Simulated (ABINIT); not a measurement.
# A GW run on Li2SnF6 (P-31m) in ABINIT, with inputs changed, part 2 of 2

What do changed inputs do to GW on Li2SnF6 (P-31m)?

ABINIT 10.8.3; PBEsol and many-body steps on it, plane waves. Known limits of the many-body steps: not at the basis limit; exchange with frozen shells missing; no spin-orbit coupling; coarse k mesh.

So far. Step 2 (Screening, 3×3×2 mesh, 62 bands, screening to 87.1 eV): Local fields lower ε∞ by 5 %. On a Γ-centred mesh this coarse the value itself is usually too large, while a short band sum pulls it down. Step 3 (Base): The gap on the mesh goes from 5.23 eV to 9.62 eV, a correction of +4.40 eV.

## (6) No symmetry in the self-energy

Level of this step: G0W0 on PBEsol, plane waves, norm-conserving pseudopotentials (ABINIT).

run.abi reads:

```
acell 3*1.0 Angstrom
rprim 
  4.909513934494 -0.000000000024 0.000000000000
  -2.454756967227 4.251763787517 0.000000000000
  0.000000000000 0.000000000000 4.538039080000
ntypat 3
znucl 3 50 9
natom 9
typat 1 1 2 3 3 3 3 3 3
xred 
  0.666666666667 0.333333333333 0.500000000000
  0.333333333333 0.666666666667 0.500000000000
  0.000000000000 0.000000000000 0.000000000000
  0.329091060000 0.329091060000 0.255027190000
  0.670908940000 0.670908940000 0.744972810000
  0.670908940000 0.000000000000 0.255027190000
  0.329091060000 0.000000000000 0.744972810000
  0.000000000000 0.670908940000 0.255027190000
  0.000000000000 0.329091060000 0.744972810000
pp_dirpath "pseudos"
pseudos "Li.upf, Sn.upf, F.upf"
ecut 36
ngkpt 3 3 2
nshiftk 1
shiftk 0 0 0
kptopt 1
chksymbreak 0
istwfk *1
occopt 1
irdwfk 1
optdriver 4
nband 62
gwcalctyp 0
ecutsigx 36
symsigma 0
nkptgw 2
kptgw 
  0.3333333333 0.0000000000 0.0000000000
  0.0000000000 0.0000000000 0.0000000000
bdgw 
  30 33
  29 33
ecuteps 3.2
irdscr 1
ppmodel 1
indata_prefix "in"
outdata_prefix "out"
tmpdata_prefix "tmp"
```

The run is started by

```console
$ OMP_NUM_THREADS=1 mpirun -n 4 abinit run.abi > log
```

The log of the run:

```text
.Version 10.8.3 of ABINIT. v10.8.2 released Aug 2026.

 Symmetries : space group P-3 1 m (#162); Bravais hP (primitive hexag.)
[... echo of the input left out ...]
== DATASET  1 ==================================================================
-   mpi_nproc: 4, omp_nthreads: 1 (-1 if OMP is not activated)

--- !DatasetInfo
iteration_state: {dtset: 1, }
dimensions: {natom: 9, nkpt: 6, mband: 62, nsppol: 1, nspinor: 1, nspden: 1, mpw: 6636, }
cutoff_energies: {ecut:  36.0, pawecutdg:  -1.0, }
[...]
Band     E0 <VxcDFT>   SigX SigC(E0)      Z dSigC/dE  Sig(E)    E-E0       E
[...]
32   4.531 -16.624 -12.130  -1.768   0.871  -0.149 -14.251   2.374   6.905
       33  10.132 -12.030  -6.840  -2.480   0.884  -0.132  -9.635   2.395  12.526

== END DATASET(S) ==============================================================
================================================================================

 -outvars: echo values of variables after computation  --------
           etotal      0.0000000000E+00
            nband          62
             nkpt           6
          spgroup         162
 [... the other variables as echoed above ...]

 Calculation completed.
```

It took 15 s on 4 MPI ranks of Arm Neoverse N1, shared host; peak memory 0.81 GiB.

This step gave:

```
G0W0 gap on the points computed              : 9.625 eV
starting gap on the mesh                     : 5.229 eV
k of the valence top                         : 0, 0, 0
k of the conduction bottom                   : 0, 0, 0
least direct G0W0 gap on the computed points : 9.625 eV
```

Against G0W0 in ABINIT (3×3×2 mesh, 62 bands, screening to 87.1 eV, Godby-Needs plasmon pole), the gap moves by +0.000 eV.

## (7) Exchange cutoff

run.abi: that of step 6 with these lines changed.

```diff
@@ -33,4 +33,4 @@
 gwcalctyp 0
-ecutsigx 36
-symsigma 0
+ecutsigx 10.8
+symsigma 1
 nkptgw 2
```

The log of the run:

```text
.Version 10.8.3 of ABINIT. v10.8.2 released Aug 2026.

 Symmetries : space group P-3 1 m (#162); Bravais hP (primitive hexag.)
[... echo of the input left out ...]
== DATASET  1 ==================================================================
-   mpi_nproc: 4, omp_nthreads: 1 (-1 if OMP is not activated)

--- !DatasetInfo
iteration_state: {dtset: 1, }
dimensions: {natom: 9, nkpt: 6, mband: 62, nsppol: 1, nspinor: 1, nspden: 1, mpw: 6636, }
cutoff_energies: {ecut:  36.0, pawecutdg:  -1.0, }
electrons: {nelect:   6.20000000E+01, charge:   0.00000000E+00, occopt:   1.00000000E+00, tsmear:   1.00000000E-02, }

 SIGMA: Calculation of the GW corrections

 Based on a program developped by R.W. Godby, V. Olevano, G. Onida, and L. Reining.
 Incorporated in ABINIT by V. Olevano, G.-M. Rignanese, and M. Torrent.
.Using double precision arithmetic ; gwpc =  8

[... cell and pseudopotentials left out ...]
--------------------------------------------------------------------------------

 ==== K-mesh for the wavefunctions ====
 Number of points in the irreducible wedge :     6
[... list of points left out ...]
 Together with 12 symmetry operations and time-reversal symmetry
 yields    18 points in the full Brillouin Zone.

 ==== Q-mesh for screening function ====
 Number of points in the irreducible wedge :     6
[... list of points left out ...]
 Together with 12 symmetry operations and time-reversal symmetry
 yields    18 points in the full Brillouin Zone.

 vcoul_init : cutoff-mode = AUXILIARY_FUNCTION
 q-points for optical limit:   1
     1)      0.000010    0.000020    0.000030
 setmesh: FFT mesh size selected  =    36x   36x   36
          total number of points  =        46656

 Number of electrons calculated from density =   62.0000; Expected =   62.0000
[...]
number of omega for Sigma on real axis              0
 max omega for Sigma on real axis  [eV]           0.00
 zcut for avoiding poles [eV]                     0.10

 EPSILON^-1 parameters (SCR file):
 dimension of the eps^-1 matrix on file            163
 dimension of the eps^-1 matrix used               163
 number of plane-waves for wavefunctions          6587
 number of bands                                    62
 number of q-points in IBZ                           6
 number of frequencies                               2
 number of real frequencies                          1
 number of imag frequencies                          1

 matrix elements of self-energy operator (all in [eV])

 Perturbative Calculation

--- !SelfEnergy_ee
iteration_state: {dtset: 1, }
kpoint     : [   0.333,    0.000,    0.000, ]
spin       : 1
KS_gap     :    6.037
QP_gap     :   10.437
Delta_QP_KS:    4.399
data: !SigmaeeData |
     Band     E0 <VxcDFT>   SigX SigC(E0)      Z dSigC/dE  Sig(E)    E-E0       E
       30  -0.842 -22.670 -29.737   5.355   0.805  -0.242 -24.049  -1.379  -2.221
       31  -0.698 -22.820 -29.938   5.408   0.805  -0.242 -24.197  -1.377  -2.075
       32   5.339 -18.184 -13.018  -1.665   0.863  -0.158 -15.161   3.023   8.361
[...]
--- !SelfEnergy_ee
iteration_state: {dtset: 1, }
kpoint     : [   0.000,    0.000,    0.000, ]
spin       : 1
KS_gap     :    5.249
QP_gap     :    9.304
Delta_QP_KS:    4.055
data: !SigmaeeData |
     Band     E0 <VxcDFT>   SigX SigC(E0)      Z dSigC/dE  Sig(E)    E-E0       E
[...]
32   4.531 -16.624 -11.747  -1.768   0.871  -0.149 -13.917   2.707   7.238
       33  10.132 -12.030  -6.685  -2.480   0.884  -0.132  -9.497   2.532  12.664

== END DATASET(S) ==============================================================
================================================================================

 -outvars: echo values of variables after computation  --------
           etotal      0.0000000000E+00
            nband          62
             nkpt           6
          spgroup         162
 [... the other variables as echoed above ...]

 Calculation completed.
```

It took 8.5 s on 4 MPI ranks; peak memory 0.79 GiB.

This step gave:

```
G0W0 gap on the points computed              : 9.304 eV
starting gap on the mesh                     : 5.229 eV
k of the valence top                         : 0, 0, 0
k of the conduction bottom                   : 0, 0, 0
Z at the valence top                         : 0.806
Z at the conduction bottom                   : 0.871
least direct G0W0 gap on the computed points : 9.304 eV
```

## (8) Broadening of the poles

run.abi: that of step 7 with these lines changed.

```diff
@@ -33,3 +33,3 @@
 gwcalctyp 0
-ecutsigx 10.8
+ecutsigx 36
 symsigma 1
@@ -45,2 +45,3 @@
 ppmodel 1
+zcut 1.0 eV
 indata_prefix "in"
```

The log of the run:

```text
.Version 10.8.3 of ABINIT. v10.8.2 released Aug 2026.

 Symmetries : space group P-3 1 m (#162); Bravais hP (primitive hexag.)
[... echo of the input left out ...]
== DATASET  1 ==================================================================
-   mpi_nproc: 4, omp_nthreads: 1 (-1 if OMP is not activated)

--- !DatasetInfo
iteration_state: {dtset: 1, }
dimensions: {natom: 9, nkpt: 6, mband: 62, nsppol: 1, nspinor: 1, nspden: 1, mpw: 6636, }
cutoff_energies: {ecut:  36.0, pawecutdg:  -1.0, }
[...]
Band     E0 <VxcDFT>   SigX SigC(E0)      Z dSigC/dE  Sig(E)    E-E0       E
[...]
32   4.531 -16.624 -12.130  -1.768   0.871  -0.149 -14.251   2.374   6.905
       33  10.132 -12.030  -6.840  -2.479   0.884  -0.132  -9.634   2.396  12.527

== END DATASET(S) ==============================================================
================================================================================

 -outvars: echo values of variables after computation  --------
           etotal      0.0000000000E+00
            nband          62
             nkpt           6
          spgroup         162
 [... the other variables as echoed above ...]

 Calculation completed.
```

Run time: 9.7 s. Hardware: 4 MPI ranks; peak memory 0.82 GiB.

This step gave:

```yaml
g0w0_gap_on_the_points_computed: 9.625 eV
starting_gap_on_the_mesh: 5.229 eV
k_of_the_valence_top: 0, 0, 0
k_of_the_conduction_bottom: 0, 0, 0
least_direct_g0w0_gap_on_the_computed_points: 9.625 eV
```

Against G0W0 in ABINIT (3×3×2 mesh, 62 bands, screening to 87.1 eV, Godby-Needs plasmon pole), the gap moves by +0.000 eV.

## (9) Unknown plasmon-pole model

run.abi: that of step 8 with these lines changed.

```diff
@@ -44,4 +44,3 @@
 irdscr 1
-ppmodel 1
-zcut 1.0 eV
+ppmodel 7
 indata_prefix "in"
```

The log of the run:

```text
.Version 10.8.3 of ABINIT. v10.8.2 released Aug 2026.

 Symmetries : space group P-3 1 m (#162); Bravais hP (primitive hexag.)
================================================================================
 Values of the parameters that define the memory need of the present run
     intxc =       0    ionmov =       0      iscf =       7    lmnmax =       6
     lnmax =       6     mgfft =      54  mpssoang =       3    mqgrid =    3001
     natom =       9  nloc_mem =       1    nspden =       1   nspinor =       1
    nsppol =       1      nsym =      12    n1xccc =    2501    ntypat =       3
    occopt =       1   xclevel =       2
-    mband =          62        mffmem =           1         mkmem =           2
       mpw =        6636          nfft =      139968          nkpt =           6
================================================================================
  Rough estimation (10% accuracy) of disk space for files :
================================================================================

--------------------------------------------------------------------------------
------------- Echo of variables that govern the present computation ------------
--------------------------------------------------------------------------------
 -outvars: echo values of preprocessed input variables --------
            acell      1.8897261259E+00  1.8897261259E+00  1.8897261259E+00 Bohr

             bdgw          30      33      29      33
      chksymbreak           0
             ecut      3.60000000E+01 Hartree
          ecuteps      3.20000000E+00 Hartree
         ecutsigx      3.60000000E+01 Hartree
          ecutwfn      3.60000000E+01 Hartree
-          fftalg         312
           irdscr           1
           irdwfk           1

[...]
pspatm : epsatm=   32.44585810
         --- l  ekb(1:nproj) -->
[...]
pspatm: atomic psp has been read  and splines computed

- F Generated using ONCVPSP code by D. R. Hamann
-  9.00000   7.00000  180301                  znucl, zion, pspdat
12 -116133 2 -1 832                           pspcod,pspxc,lmax,lloc,mmax
     nproj     2     2     1
  pspatm : epsatm=    4.89824381
         --- l  ekb(1:nproj) -->
             0    6.506434    1.065875
             1   -3.978753   -1.295852
             2   -2.394754
 pspatm: atomic psp has been read  and splines computed

   4.15727496E+03                                ecore*ucvol(ha*bohr**3)
--------------------------------------------------------------------------------

 ==== K-mesh for the wavefunctions ====
 Number of points in the irreducible wedge :     6
 Reduced coordinates and weights :

     1)     0.00000000E+00  0.00000000E+00  0.00000000E+00       0.05556
     2)     3.33333333E-01  0.00000000E+00  0.00000000E+00       0.33333
     3)     3.33333333E-01  3.33333333E-01  0.00000000E+00       0.11111
[...]
Together with 12 symmetry operations and time-reversal symmetry
 yields    18 points in the full Brillouin Zone.

 ==== Q-mesh for screening function ====
 Number of points in the irreducible wedge :     6
 Reduced coordinates and weights :

[...]
5)     3.33333333E-01  0.00000000E+00  5.00000000E-01       0.33333
     6)     3.33333333E-01  3.33333333E-01  5.00000000E-01       0.11111

 Together with 12 symmetry operations and time-reversal symmetry
 yields    18 points in the full Brillouin Zone.

 vcoul_init : cutoff-mode = AUXILIARY_FUNCTION
 q-points for optical limit:   1
     1)      0.000010    0.000020    0.000030
 setmesh: FFT mesh size selected  =    45x   45x   48
          total number of points  =        97200

 Number of electrons calculated from density =   62.0000; Expected =   62.0000
 average of density, n =  0.096988
 r_s =    1.3502
 omega_plasma =   30.0411 [eV]

--- !BUG
message: |
    Wrong ppm%model: 7

--- !BUG
message: |
    Wrong ppm%model: 7

--- from the log ---
Wrong ppm%model: 7
```

Wall time 4.5 s (4 MPI ranks); peak memory 0.22 GiB.

The run stopped with an error after 4.5 s.

The program's words: Wrong ppm%model: 7

The fault put into this input: unknown plasmon-pole model.

## (10) Another k mesh than the file's

run.abi: that of step 9 with these lines changed.

```diff
@@ -22,3 +22,3 @@
 ecut 36
-ngkpt 3 3 2
+ngkpt 4 4 3
 nshiftk 1
@@ -44,3 +44,3 @@
 irdscr 1
-ppmodel 7
+ppmodel 1
 indata_prefix "in"
```

The log of the run:

```text
.Version 10.8.3 of ABINIT. v10.8.2 released Aug 2026.

 Symmetries : space group P-3 1 m (#162); Bravais hP (primitive hexag.)
================================================================================
 Values of the parameters that define the memory need of the present run
     intxc =       0    ionmov =       0      iscf =       7    lmnmax =       6
     lnmax =       6     mgfft =      54  mpssoang =       3    mqgrid =    3001
     natom =       9  nloc_mem =       1    nspden =       1   nspinor =       1
    nsppol =       1      nsym =      12    n1xccc =    2501    ntypat =       3
    occopt =       1   xclevel =       2
-    mband =          62        mffmem =           1         mkmem =           3
       mpw =        6607          nfft =      139968          nkpt =           9
================================================================================
  Rough estimation (10% accuracy) of disk space for files :
================================================================================

--------------------------------------------------------------------------------
------------- Echo of variables that govern the present computation ------------
--------------------------------------------------------------------------------
 -outvars: echo values of preprocessed input variables --------
            acell      1.8897261259E+00  1.8897261259E+00  1.8897261259E+00 Bohr

             bdgw          30      33      29      33
      chksymbreak           0
             ecut      3.60000000E+01 Hartree
          ecuteps      3.20000000E+00 Hartree
         ecutsigx      3.60000000E+01 Hartree
          ecutwfn      3.60000000E+01 Hartree
-          fftalg         312
           irdscr           1
           irdwfk           1

[...]
Unit cell volume ucvol=  6.3925254E+02 bohr^3
 Angles (23,13,12)=  9.00000000E+01  9.00000000E+01  1.20000000E+02 degrees

--- Pseudopotential description ------------------------------------------------
- Li Generated using ONCVPSP code by D. R. Hamann
-  3.00000   3.00000  180301                  znucl, zion, pspdat
12 -116133 1 -1 1944                          pspcod,pspxc,lmax,lloc,mmax
     nproj     2     2     0
  pspatm : epsatm=    2.60875052
         --- l  ekb(1:nproj) -->
[...]
pspatm: atomic psp has been read  and splines computed

- Sn Generated using ONCVPSP code by D. R. Hamann
- 50.00000  14.00000  180301                  znucl, zion, pspdat
12 -116133 2 -1 1628                          pspcod,pspxc,lmax,lloc,mmax
     nproj     2     2     2
  pspatm : epsatm=   32.44585810
         --- l  ekb(1:nproj) -->
[...]
pspatm: atomic psp has been read  and splines computed

- F Generated using ONCVPSP code by D. R. Hamann
-  9.00000   7.00000  180301                  znucl, zion, pspdat
12 -116133 2 -1 832                           pspcod,pspxc,lmax,lloc,mmax
     nproj     2     2     1
  pspatm : epsatm=    4.89824381
         --- l  ekb(1:nproj) -->
             0    6.506434    1.065875
             1   -3.978753   -1.295852
             2   -2.394754
 pspatm: atomic psp has been read  and splines computed

   4.15727496E+03                                ecore*ucvol(ha*bohr**3)
--------------------------------------------------------------------------------

--- !ERROR
message: |
    Cannot continue, basic dimensions/parameters reported in the header do not agree with input file.
    Check consistency between the content of the WFK external file and the input file.

--- !ERROR
message: |
    Cannot continue, basic dimensions/parameters reported in the header do not agree with input file.
    Check consistency between the content of the WFK external file and the input file.

--- from the log ---
Cannot continue, basic dimensions/parameters reported in the header do not agree with input file.
    Check consistency between the content of the WFK external file and the input file.
```

Wall time 3.5 s (4 MPI ranks); peak memory 0.2 GiB; 10 s of CPU time.

The run stopped with an error after 3.5 s.

The program's words: Cannot continue, basic dimensions/parameters reported in the header do not agree with input file. Check consistency between the content of the WFK external file and the input file.

The fault put into this input: another k mesh than the file's.

## (11) The runs together

Times are wall times on 4 MPI ranks of Arm Neoverse N1, shared host, good to a factor of about two. A run's time includes the screening step that it read.

| run | mesh | bands | screening cutoff (eV) | DFT gap (eV) | gap on the mesh (eV) | direct (eV) | ε∞ used | time |
| --- | --- | --- | --- | --- | --- | --- | --- | --- |
| base | 3×3×2 | 62 | 87.1 | 5.229 | 9.625 | 9.625 | 2.17 | 42 s |
| scissors in G | 3×3×2 | 62 | 87.1 | 5.229 | 9.718 | 9.718 | 2.17 | 42 s |
| smaller part of the screening matrix | 3×3×2 | 62 | 21.8 | 5.229 | 11.368 | 11.368 | 2.17 | 39 s |
| no symmetry in the self-energy | 3×3×2 | 62 | 87.1 | 5.229 | 9.625 | 9.625 | 2.17 | 47 s |
| exchange cutoff | 3×3×2 | 62 | 87.1 | 5.229 | 9.304 | 9.304 | 2.17 | 40 s |
| broadening of the poles | 3×3×2 | 62 | 87.1 | 5.229 | 9.625 | 9.625 | 2.17 | 42 s |

## (12) What came out

```
base                                 : 9.625 eV
scissors in G                        : 9.718 eV
smaller part of the screening matrix : 11.368 eV
no symmetry in the self-energy       : 9.625 eV
exchange cutoff                      : 9.304 eV
broadening of the poles              : 9.625 eV
known limits                         : not at the basis limit; exchange with frozen shells missing; no spin-orbit coupling; coarse k mesh
```

Scissors in G: +0.093 eV against base (keys changed: mbpt_sciss). Smaller part of the screening matrix: +1.743 eV against base (keys changed: ecuteps). No symmetry in the self-energy: no change against base (keys changed: symsigma). Exchange cutoff: −0.321 eV against base (keys changed: ecutsigx). Broadening of the poles: no change against base (keys changed: zcut). Bands and cutoff are finite, so the gap is not at the basis limit. The miss can reach some tenths of an eV and take either sign; the mesh is an error of its own. In the first G0W0 run levels were corrected at 2 k points alone, so a gap called «on the mesh» is the least over those, and an edge elsewhere would be missed. The 3×3×2 mesh is coarse for this cell, which bears on the long-range parts of exchange and screening. The norm-conserving file of at least one element keeps a d shell over frozen s and p shells of the same row. Exchange with those shells is missing from the self-energy, an error of 0.3 to 0.9 eV in cases checked, whose sign depends on which edge lies on those atoms. The many-body steps are scalar-relativistic: spin-orbit coupling is not in them.

[Paths, hosts, dates, memory and timing lines, banners, echoed tables and standing remarks are left out of the program output.]

[Logs are printed without paths, hosts, clocks, repeated set-up lines and the standing remarks that a program may print on its own settings, such as how far it seeks lower states.]

[Runs of the session that timed out or met a known fault of the program may be left out.]

[No measured gap is set beside runs whose start may be inverted or whose files or cutoffs have a known fault.]

[Hosts, paths, dates, database ids (printed as entryN), source tags and the programs' standing remarks are cut or masked in the printed files.]

[G0W0 gaps are taken among the corrected bands and points alone; a level outside them can change the order at an edge.]

[Where Ansatz stands beside ABINIT at settings called matched, ABINIT's density can come from a denser mesh and the files from another edition; pairs whose starting gaps differed by over 0.03 eV were left out, so agreement reads better than it is.]
